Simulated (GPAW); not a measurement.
# A Ni chain with one atom pushed aside at constant bond length: a series of junctions

How does transport respond as one structural variable is stepped? The junctions: a Ni chain with one atom pushed aside at constant bond length.

Program: GPAW 26.7.0. Level of theory: GPAW LCAO, PAW setups; Landauer transmission from Green's functions with principal layers (ASE), zero bias. Results are calculated unless marked as measured.

**1. The starting structure**

The cell holds 15 atoms: 15 Ni. Cell: a = 9.000 Å, b = 9.000 Å, c = 32.358 Å, α = 90.0°, β = 90.0°, γ = 90.0°. Regions: left lead, 7 atoms (7 Ni); channel, 1 atom (1 Ni); right lead, 7 atoms (7 Ni). Vacuum lies along a and b. The structure is stacked along c, and the current runs across the ab planes.

As a file:

```cif
data_structure
_symmetry_space_group_name_H-M 'P 1'
_symmetry_Int_Tables_number 1
_cell_length_a 9.0000
_cell_length_b 9.0000
_cell_length_c 32.3581
_cell_angle_alpha 90.000
_cell_angle_beta 90.000
_cell_angle_gamma 90.000
_cell_volume 2621.01
loop_
_atom_site_label
_atom_site_type_symbol
_atom_site_fract_x
_atom_site_fract_y
_atom_site_fract_z
_atom_site_occupancy
Ni1 Ni 0.50000 0.50000 0.03338 1
Ni2 Ni 0.50000 0.50000 0.10013 1
Ni3 Ni 0.50000 0.50000 0.16688 1
Ni4 Ni 0.50000 0.50000 0.23364 1
Ni5 Ni 0.50000 0.50000 0.30039 1
Ni6 Ni 0.50000 0.50000 0.36714 1
Ni7 Ni 0.50000 0.50000 0.43389 1
Ni8 Ni 0.53333 0.50000 0.50000 1
Ni9 Ni 0.50000 0.50000 0.56611 1
Ni10 Ni 0.50000 0.50000 0.63286 1
Ni11 Ni 0.50000 0.50000 0.69961 1
Ni12 Ni 0.50000 0.50000 0.76636 1
Ni13 Ni 0.50000 0.50000 0.83312 1
Ni14 Ni 0.50000 0.50000 0.89987 1
Ni15 Ni 0.50000 0.50000 0.96662 1
```

**2. Junction, offset 0.3 Å**

The structure changes from member to member while basis and functional stay, so that the trend is less open to errors of the level than any single value.

run.py reads:

```python
import json
import numpy as np
from ase import Atoms
from ase.transport.calculators import TransportCalculator
from gpaw import GPAW, FermiDirac
from gpaw.lcao.tools import get_lcao_hamiltonian
from scipy.linalg import eigh

# The junction with lead layers at both ends, along the third cell vector
device = Atoms(
    ['Ni', 'Ni', 'Ni', 'Ni', 'Ni', 'Ni', 'Ni', 'Ni', 'Ni', 'Ni', 'Ni', 'Ni', 'Ni', 'Ni', 'Ni'],
    positions=[
        [4.50000, 4.50000, 1.08000],
        [4.50000, 4.50000, 3.24000],
        [4.50000, 4.50000, 5.40000],
        [4.50000, 4.50000, 7.56000],
        [4.50000, 4.50000, 9.72000],
        [4.50000, 4.50000, 11.88000],
        [4.50000, 4.50000, 14.04000],
        [4.80000, 4.50000, 16.17907],
        [4.50000, 4.50000, 18.31813],
        [4.50000, 4.50000, 20.47813],
        [4.50000, 4.50000, 22.63813],
        [4.50000, 4.50000, 24.79813],
        [4.50000, 4.50000, 26.95813],
        [4.50000, 4.50000, 29.11813],
        [4.50000, 4.50000, 31.27813]],
    cell=[[9.0, 0.0, 0.0], [0.0, 9.0, 0.0], [0.0, 0.0, 32.35813]],
    pbc=True,
    magmoms=[1.0, 1.0, 1.0, 1.0, 1.0, 1.0, 1.0, 1.0, 1.0, 1.0, 1.0, 1.0, 1.0, 1.0, 1.0])

# One principal layer of the lead: the first 5 atoms of the device
lead = Atoms(
    ['Ni', 'Ni', 'Ni', 'Ni', 'Ni'],
    positions=[
        [4.50000, 4.50000, 1.08000],
        [4.50000, 4.50000, 3.24000],
        [4.50000, 4.50000, 5.40000],
        [4.50000, 4.50000, 7.56000],
        [4.50000, 4.50000, 9.72000]],
    cell=[[9.0, 0.0, 0.0], [0.0, 9.0, 0.0], [0.0, 0.0, 10.8]],
    pbc=True,
    magmoms=[1.0, 1.0, 1.0, 1.0, 1.0])

settings = dict(mode='lcao', basis='dzp', xc='LDA', h=0.18,
                occupations=FermiDirac(0.1), maxiter=250,
                mixer=dict(beta=0.05, nmaxold=8, weight=100.0),
                convergence=dict(density=0.0001))
energies = np.arange(-2, 2 + 1e-9, 0.05)
eta = 0.0001
n1, n2 = 1, 1
# k and -k transmit alike, so half of the mesh across the current serves
mesh = [(i, j) for i in range(n1) for j in range(n2) if (i, j) <= (-i % n1, -j % n2)]
weights = np.array([1 if (i, j) == (-i % n1, -j % n2) else 2 for i, j in mesh]) / (n1 * n2)

# [... helper functions left out ...]
fermi_lead = ground_state(lead, (1, 1, 11), 'lead.txt')
fermi_device = ground_state(device, (1, 1, 3), 'device.txt')
# [... loop over the mesh left out, but for ...]
        # Shift the lead onto the potential of the device's first layer
        shift = ((H[:, 0, 0] - H0[:, 0, 0]) / S0[0, 0]).real.mean()
# [...]
kT = 8.617333e-5 * 300
bias = [0.1, 0.2, 0.5, 1.0, 1.5, 2.0]
# [... integrals and printing left out ...]
```

Run with:

```
$ OMP_NUM_THREADS=1 OPENBLAS_NUM_THREADS=1 python run.py
```

Output:

```text
basis functions: device 405, principal layer 135
Fermi level: lead -3.8568 eV, device -3.8560 eV; lead shifted by -0.0020 eV
largest coupling past the next layer 9.77e-06 eV, largest misfit of the first layer 0.008 eV
  E-E_F (eV)   T up        T down      [channel counts left out]
    -2.000    3.9205e+00  9.8595e-01
    -1.950    3.9541e+00  9.6053e-01
    -1.900    3.9700e+00  2.5392e+00
    -1.850    3.9786e+00  2.9098e+00
    -1.800    3.9828e+00  2.9195e+00
    -1.750    3.9846e+00  2.9293e+00
    -1.700    3.9854e+00  2.9339e+00
    -1.650    3.9854e+00  2.9373e+00
    -1.600    3.9847e+00  2.9418e+00
    -1.550    3.9814e+00  2.9461e+00
    -1.500    5.6347e+00  2.9462e+00
    -1.450    5.9326e+00  2.9250e+00
    -1.400    5.9500e+00  3.6221e+00
    -1.350    5.9483e+00  3.9091e+00
    -1.300    5.9352e+00  3.9525e+00
    -1.250    5.9220e+00  3.9698e+00
[...]
1.650    9.9629e-01  9.9581e-01
     1.700    9.9603e-01  9.9576e-01
     1.750    9.9570e-01  9.9568e-01
     1.800    9.9525e-01  9.9556e-01
     1.850    9.9459e-01  9.9538e-01
     1.900    9.9356e-01  9.9511e-01
     1.950    9.9170e-01  9.9470e-01
     2.000    9.8736e-01  9.9402e-01
conductance at 300 K: 2.9757 G0 a cell; thermopower 17.37 uV/K
current from the zero-bias T(E) at 0.1 V: 22.899 uA
current from the zero-bias T(E) at 0.2 V: 45.477 uA
current from the zero-bias T(E) at 0.5 V: 113.92 uA
current from the zero-bias T(E) at 1.0 V: 221.02 uA
current from the zero-bias T(E) at 1.5 V: 305.15 uA
current from the zero-bias T(E) at 2.0 V: 400.75 uA
```

Run time: 9.7 min. Hardware: 1 thread of Arm Neoverse V1, shared host; peak memory 2.2 GiB.

Numbers from this step:

| Item | Value |
| --- | --- |
| conductance | 2.976 G₀ |
| largest coupling past the next principal layer | 9.77e-6 eV |
| largest misfit of the first principal layer | 0.007945 eV |
| shift that aligns the lead | -0.001964 eV |
| basis functions of the junction | 405 |
| basis functions of a principal layer | 135 |
| transmission at the Fermi level, spin up | 0.9979 |
| transmission at the Fermi level, spin down | 5.403 |

Each spin. Table of transmission, zone mean by energy, zero at the Fermi level:

```tsv
energy (eV)	T, spin up	T, spin down
-2.000	3.92	0.986
-1.800	3.98	2.92
-1.600	3.98	2.94
-1.400	5.95	3.62
-1.200	5.89	3.98
-1.000	3.95	3.99
-0.800	3.94	3.99
-0.650	2.61	3.99
-0.600	0.986	3.99
-0.400	0.997	5.94
-0.350	0.998	5.95
-0.200	0.998	5.91
0.000	0.998	5.40
0.200	0.998	3.93
0.400	0.998	3.72
0.600	0.998	2.48
0.800	0.998	0.991
1.000	0.997	0.995
1.200	0.997	0.995
1.400	0.997	0.996
1.600	0.996	0.996
1.800	0.995	0.996
2.000	0.987	0.994
```

Not self-consistent under bias; the bias window is split evenly. Table of current through one cell, from the zero-bias transmission by bias:

```tsv
bias (V)	current through one cell, from the zero-bias transmission (μA)
0.100	22.9
0.200	45.5
0.500	114
1.000	221
1.500	305
2.000	401
```

Transmission of the three most open eigenchannels against energy, zero at the Fermi level:

```tsv
energy (eV)	channel 1 up	channel 2 up	channel 3 up	channel 1 down	channel 2 down	channel 3 down
-2.000	0.998	0.997	0.988	0.986	1.4e-6	0
-1.800	0.997	0.997	0.996	0.997	0.982	0.940
-1.600	0.997	0.996	0.996	0.998	0.992	0.951
-1.400	0.997	0.996	0.994	0.998	0.996	0.968
-1.200	0.997	0.996	0.992	0.998	0.997	0.995
-1.000	0.997	0.996	0.981	0.998	0.997	0.997
-0.800	0.995	0.994	0.979	0.998	0.997	0.997
-0.600	0.986	1.1e-5	1.5e-6	0.998	0.997	0.996
-0.400	0.997	1.2e-6	0	0.996	0.996	0.995
-0.200	0.998	1.2e-6	0	0.997	0.995	0.992
0.000	0.998	1.2e-6	0	0.997	0.996	0.964
0.200	0.998	1.2e-6	0	0.997	0.988	0.980
0.400	0.998	1.2e-6	0	0.996	0.992	0.899
0.600	0.998	1.2e-6	0	0.988	0.975	0.522
0.800	0.998	1.3e-6	0	0.991	1.5e-6	1.9e-11
1.000	0.997	1.3e-6	0	0.995	1.5e-6	0
1.200	0.997	1.3e-6	0	0.995	1.6e-6	0
1.400	0.997	1.3e-6	0	0.996	1.6e-6	0
1.600	0.996	1.3e-6	0	0.996	1.6e-6	0
1.800	0.995	1.3e-6	0	0.996	1.6e-6	0
2.000	0.987	1.3e-6	6.8e-10	0.994	1.6e-6	2.0e-11
```

Site moment by atom:

```tsv
atom	site moment (μB)
Ni1	1.19
Ni2	1.19
Ni3	1.19
Ni4	1.19
Ni5	1.19
Ni6	1.19
Ni7	1.18
Ni8	1.17
Ni9	1.18
Ni10	1.19
Ni11	1.19
Ni12	1.19
Ni13	1.19
Ni14	1.19
Ni15	1.19
```

Couplings past the next layer reach 9.8e-6 eV, small enough to drop; the matrix elements of the cell's first layer differ from the bulk lead's by up to 0.0079 eV. That layer keeps its own values in the calculation, and only beyond it is the lead taken as perfect. The Fermi levels of lead and junction count from different zeros of potential, one for each periodic cell; with both set to zero, the small remaining shift is what aligns them. By hand: G = 2.976 × 77.48 μS = 231 μS, a resistance of 4.34 kΩ; at 0.1 V a linear junction would pass 23.1 μA, and the integral over the bias window gives 22.9 μA.

**3. Member of the series: offset = 0.6**

The cell differs from the one that the last finished run ended in (c 32.358 → 32.230 Å).

run.py, as its differences from that of step 2:

```diff
@@ -19,11 +19,11 @@
         [4.50000, 4.50000, 14.04000],
-        [4.80000, 4.50000, 16.17907],
-        [4.50000, 4.50000, 18.31813],
-        [4.50000, 4.50000, 20.47813],
-        [4.50000, 4.50000, 22.63813],
-        [4.50000, 4.50000, 24.79813],
-        [4.50000, 4.50000, 26.95813],
-        [4.50000, 4.50000, 29.11813],
-        [4.50000, 4.50000, 31.27813]],
-    cell=[[9.0, 0.0, 0.0], [0.0, 9.0, 0.0], [0.0, 0.0, 32.35813]],
+        [5.10000, 4.50000, 16.11499],
+        [4.50000, 4.50000, 18.18999],
+        [4.50000, 4.50000, 20.34999],
+        [4.50000, 4.50000, 22.50999],
+        [4.50000, 4.50000, 24.66999],
+        [4.50000, 4.50000, 26.82999],
+        [4.50000, 4.50000, 28.98999],
+        [4.50000, 4.50000, 31.14999]],
+    cell=[[9.0, 0.0, 0.0], [0.0, 9.0, 0.0], [0.0, 0.0, 32.22999]],
     pbc=True,
```

Output:

```text
basis functions: device 405, principal layer 135
Fermi level: lead -3.8568 eV, device -3.8489 eV; lead shifted by -0.0011 eV
largest coupling past the next layer 9.77e-06 eV, largest misfit of the first layer 0.020 eV
  E-E_F (eV)   T up        T down      [channel counts left out]
    -2.000    3.6790e+00  9.9510e-01
    -1.950    3.8053e+00  9.9806e-01
    -1.900    3.8707e+00  1.3207e+00
    -1.850    3.9088e+00  1.8494e+00
    -1.800    3.9290e+00  2.0274e+00
    -1.750    3.9374e+00  2.1356e+00
    -1.700    3.9388e+00  2.2101e+00
    -1.650    3.9351e+00  2.2756e+00
    -1.600    3.9263e+00  2.3437e+00
    -1.550    3.9092e+00  2.4150e+00
    -1.500    4.6683e+00  2.4815e+00
    -1.450    5.3576e+00  2.5254e+00
    -1.400    5.5691e+00  3.0629e+00
    -1.350    5.6703e+00  3.7364e+00
    -1.300    5.6434e+00  3.8520e+00
    -1.250    5.5767e+00  3.9054e+00
[...]
1.650    9.5102e-01  9.5341e-01
     1.700    9.4549e-01  9.5105e-01
     1.750    9.3825e-01  9.4809e-01
     1.800    9.2830e-01  9.4429e-01
     1.850    9.1377e-01  9.3925e-01
     1.900    8.9063e-01  9.3227e-01
     1.950    8.4844e-01  9.2206e-01
     2.000    7.5120e-01  9.0580e-01
conductance at 300 K: 2.5379 G0 a cell; thermopower 16.64 uV/K
current from the zero-bias T(E) at 0.1 V: 19.619 uA
current from the zero-bias T(E) at 0.2 V: 39.333 uA
current from the zero-bias T(E) at 0.5 V: 101.24 uA
current from the zero-bias T(E) at 1.0 V: 198.87 uA
current from the zero-bias T(E) at 1.5 V: 277.26 uA
current from the zero-bias T(E) at 2.0 V: 369.05 uA
```

The job ended after 9.1 min (1 thread; peak memory 2.2 GiB).

This step gave:

- conductance: 2.538 G₀
- largest misfit of the first principal layer: 0.02018 eV
- shift that aligns the lead: -0.001132 eV
- transmission at the Fermi level, spin up: 0.9898
- transmission at the Fermi level, spin down: 4.325

Each spin. Table of transmission, zone mean by energy, zero at the Fermi level:

```tsv
energy (eV)	T, spin up	T, spin down
-2.00	3.68	0.995
-1.90	3.87	1.32
-1.80	3.93	2.03
-1.70	3.94	2.21
-1.55	3.91	2.42
-1.45	5.36	2.53
-1.35	5.67	3.74
-1.25	5.58	3.91
-1.15	5.31	3.94
-1.05	2.98	3.96
-0.90	3.71	3.96
-0.80	3.65	3.95
-0.70	2.29	3.94
-0.60	0.991	3.90
-0.50	0.991	3.79
-0.40	0.991	5.70
-0.25	0.991	5.52
-0.15	0.991	5.20
-0.05	0.990	4.72
0.00	0.990	4.32
0.05	0.989	3.01
0.15	0.989	3.45
0.25	0.988	3.43
0.40	0.986	2.98
0.50	0.985	1.92
0.60	0.984	1.88
0.70	0.982	0.958
0.80	0.981	0.962
0.90	0.979	0.964
1.05	0.976	0.964
1.15	0.974	0.963
1.25	0.971	0.962
1.35	0.968	0.961
1.45	0.964	0.959
1.55	0.959	0.957
1.70	0.945	0.951
1.80	0.928	0.944
1.90	0.891	0.932
2.00	0.751	0.906
```

Not self-consistent under bias; the bias window is split evenly. Current through one cell, from the zero-bias transmission against bias:

```tsv
bias (V)	current through one cell, from the zero-bias transmission (μA)
0.100	19.6
0.200	39.3
0.500	101
1.000	199
1.500	277
2.000	369
```

The transmission of the three most open eigenchannels by energy, zero at the Fermi level:

```tsv
energy (eV)	channel 1 up	channel 2 up	channel 3 up	channel 1 down	channel 2 down	channel 3 down
-2.00	0.993	0.988	0.920	0.995	1.0e-6	0
-1.85	0.993	0.987	0.974	0.985	0.603	0.262
-1.70	0.993	0.986	0.982	0.997	0.895	0.318
-1.50	0.993	0.985	0.971	0.996	0.962	0.524
-1.35	0.995	0.980	0.957	0.994	0.985	0.942
-1.20	0.996	0.993	0.985	0.995	0.988	0.980
-1.05	0.992	0.979	0.628	0.994	0.988	0.988
-0.90	0.995	0.955	0.904	0.997	0.990	0.987
-0.70	0.954	0.916	0.296	0.994	0.987	0.980
-0.55	0.990	9.3e-7	6.9e-10	0.982	0.981	0.964
-0.40	0.991	9.4e-7	0	0.979	0.976	0.972
-0.25	0.991	9.5e-7	0	0.995	0.991	0.989
-0.10	0.990	9.6e-7	0	0.996	0.992	0.989
0.00	0.990	9.7e-7	0	0.996	0.983	0.979
0.10	0.989	9.7e-7	0	0.995	0.922	0.791
0.25	0.988	9.8e-7	0	0.996	0.905	0.797
0.40	0.986	9.9e-7	0	0.994	0.931	0.575
0.55	0.984	1.0e-6	0	0.997	0.913	9.5e-4
0.70	0.982	1.0e-6	0	0.958	1.1e-6	2.8e-9
0.90	0.979	1.0e-6	0	0.964	1.2e-6	0
1.05	0.976	1.0e-6	0	0.964	1.2e-6	0
1.20	0.973	1.0e-6	0	0.963	1.2e-6	0
1.35	0.968	1.1e-6	0	0.961	1.2e-6	0
1.50	0.962	1.1e-6	0	0.958	1.2e-6	0
1.70	0.945	1.1e-6	0	0.951	1.2e-6	0
1.85	0.914	1.1e-6	0	0.939	1.2e-6	0
2.00	0.751	1.1e-6	1.5e-9	0.906	1.2e-6	2.7e-11
```

Site moment by atom:

```tsv
atom	site moment (μB)
Ni1	1.19
Ni2	1.19
Ni3	1.19
Ni4	1.19
Ni5	1.19
Ni6	1.19
Ni7	1.17
Ni8	1.13
Ni9	1.17
Ni10	1.19
Ni11	1.19
Ni12	1.19
Ni13	1.19
Ni14	1.19
Ni15	1.19
```

The conductance, 2.54 G₀, lies 15 % below that of the member before.

**4. Junction: offset = 0.9**

The cell differs from the one that the last finished run ended in (c 32.230 → 32.007 Å).

run.py, as its differences from that of step 3:

```diff
@@ -19,11 +19,11 @@
         [4.50000, 4.50000, 14.04000],
-        [5.10000, 4.50000, 16.11499],
-        [4.50000, 4.50000, 18.18999],
-        [4.50000, 4.50000, 20.34999],
-        [4.50000, 4.50000, 22.50999],
-        [4.50000, 4.50000, 24.66999],
-        [4.50000, 4.50000, 26.82999],
-        [4.50000, 4.50000, 28.98999],
-        [4.50000, 4.50000, 31.14999]],
-    cell=[[9.0, 0.0, 0.0], [0.0, 9.0, 0.0], [0.0, 0.0, 32.22999]],
+        [5.40000, 4.50000, 16.00357],
+        [4.50000, 4.50000, 17.96714],
+        [4.50000, 4.50000, 20.12714],
+        [4.50000, 4.50000, 22.28714],
+        [4.50000, 4.50000, 24.44714],
+        [4.50000, 4.50000, 26.60714],
+        [4.50000, 4.50000, 28.76714],
+        [4.50000, 4.50000, 30.92714]],
+    cell=[[9.0, 0.0, 0.0], [0.0, 9.0, 0.0], [0.0, 0.0, 32.00714]],
     pbc=True,
```

Output:

```text
basis functions: device 405, principal layer 135
Fermi level: lead -3.8568 eV, device -3.8291 eV; lead shifted by -0.0005 eV
largest coupling past the next layer 9.77e-06 eV, largest misfit of the first layer 0.027 eV
  E-E_F (eV)   T up        T down      [channel counts left out]
    -2.000    3.3313e+00  9.5263e-01
    -1.950    3.4911e+00  8.6670e-01
    -1.900    3.5830e+00  9.7935e-01
[...]
1.950    1.0888e-01  5.2285e-01
     2.000    2.3797e-04  3.9225e-01
conductance at 300 K: 2.199 G0 a cell; thermopower 13.7 uV/K
current from the zero-bias T(E) at 0.1 V: 16.959 uA
current from the zero-bias T(E) at 0.2 V: 33.698 uA
current from the zero-bias T(E) at 0.5 V: 84.188 uA
current from the zero-bias T(E) at 1.0 V: 164.21 uA
current from the zero-bias T(E) at 1.5 V: 232.13 uA
current from the zero-bias T(E) at 2.0 V: 312.55 uA
```

Wall time 10 min (1 thread); peak memory 2.1 GiB.

The conductance, 2.20 G₀, lies 13 % below that of the member before.

**5. Member of the series: offset = 1.2**

The cell differs from the one that the last finished run ended in (c 32.007 → 31.672 Å).

run.py, as its differences from that of step 4:

```diff
@@ -19,11 +19,11 @@
         [4.50000, 4.50000, 14.04000],
-        [5.40000, 4.50000, 16.00357],
-        [4.50000, 4.50000, 17.96714],
-        [4.50000, 4.50000, 20.12714],
-        [4.50000, 4.50000, 22.28714],
-        [4.50000, 4.50000, 24.44714],
-        [4.50000, 4.50000, 26.60714],
-        [4.50000, 4.50000, 28.76714],
-        [4.50000, 4.50000, 30.92714]],
-    cell=[[9.0, 0.0, 0.0], [0.0, 9.0, 0.0], [0.0, 0.0, 32.00714]],
+        [5.70000, 4.50000, 15.83600],
+        [4.50000, 4.50000, 17.63199],
+        [4.50000, 4.50000, 19.79199],
+        [4.50000, 4.50000, 21.95199],
+        [4.50000, 4.50000, 24.11199],
+        [4.50000, 4.50000, 26.27199],
+        [4.50000, 4.50000, 28.43199],
+        [4.50000, 4.50000, 30.59199]],
+    cell=[[9.0, 0.0, 0.0], [0.0, 9.0, 0.0], [0.0, 0.0, 31.67199]],
     pbc=True,
```

Output:

```text
basis functions: device 405, principal layer 135
Fermi level: lead -3.8568 eV, device -3.7958 eV; lead shifted by 0.0006 eV
largest coupling past the next layer 9.77e-06 eV, largest misfit of the first layer 0.046 eV
  E-E_F (eV)   T up        T down      [channel counts left out]
    -2.000    2.7832e+00  9.4135e-01
    -1.950    2.8081e+00  9.4468e-01
    -1.900    2.8111e+00  1.0226e+00
[...]
1.950    5.3514e-01  1.8559e-01
     2.000    6.4523e-01  3.5079e-01
conductance at 300 K: 1.9618 G0 a cell; thermopower 14.09 uV/K
current from the zero-bias T(E) at 0.1 V: 15.077 uA
current from the zero-bias T(E) at 0.2 V: 29.653 uA
current from the zero-bias T(E) at 0.5 V: 71.405 uA
current from the zero-bias T(E) at 1.0 V: 134.2 uA
current from the zero-bias T(E) at 1.5 V: 183.09 uA
current from the zero-bias T(E) at 2.0 V: 243.57 uA
```

It took 9.8 min on 1 thread; peak memory 2.1 GiB.

The conductance, 1.96 G₀, lies 11 % below that of the member before.

**6. Side by side**

Times are for 1 thread of Arm Neoverse V1, shared host. The runs compared:

```tsv
no.	offset (Å)	conductance (G₀)	time	memory (GiB)
1	0.3	2.976	9.7 min	2.2
2	0.6	2.538	9.1 min	2.2
3	0.9	2.199	10 min	2.1
4	1.2	1.962	9.8 min	2.1
```

The runs together, line t_junction_0_up. t_junction_0_up against energy, zero at the Fermi level:

```tsv
energy (eV)	0.3	0.6	0.9	1.2
-2.000	3.92	3.68	3.33	2.78
-1.800	3.98	3.93	3.65	2.74
-1.600	3.98	3.93	3.52	2.32
-1.400	5.95	5.57	4.43	3.29
-1.350	5.95	5.67	4.66	3.52
-1.250	5.92	5.58	4.75	3.85
-1.200	5.89	5.50	4.69	3.88
-1.000	3.95	3.51	2.74	2.59
-0.800	3.94	3.65	2.74	1.75
-0.650	2.61	1.93	1.65	1.10
-0.600	0.986	0.991	0.960	0.959
-0.400	0.997	0.991	0.993	0.998
-0.200	0.998	0.991	0.988	0.992
0.000	0.998	0.990	0.982	0.984
0.200	0.998	0.988	0.975	0.970
0.400	0.998	0.986	0.966	0.949
0.600	0.998	0.984	0.953	0.917
0.800	0.998	0.981	0.937	0.867
1.000	0.997	0.977	0.917	0.789
1.200	0.997	0.973	0.888	0.660
1.400	0.997	0.966	0.844	0.428
1.600	0.996	0.955	0.759	0.0804
1.800	0.995	0.928	0.540	0.134
2.000	0.987	0.751	2.4e-4	0.645
```

The runs together. The current through one cell, from the zero-bias transmission by bias:

```tsv
bias (V)	0.3 (μA)	0.6 (μA)	0.9 (μA)	1.2 (μA)
0.100	22.9	19.6	17.0	15.1
0.200	45.5	39.3	33.7	29.7
0.500	114	101	84.2	71.4
1.000	221	199	164	134
1.500	305	277	232	183
2.000	401	369	313	244
```

[end of part 1 of 2]

[Logs are printed without paths, hosts, clocks, repeated set-up lines and the standing remarks that a program may print on its own settings, such as how far it seeks lower states.]

[Hosts, paths, dates, database ids (printed as entryN), source tags and the programs' standing remarks are cut or masked in the printed files.]
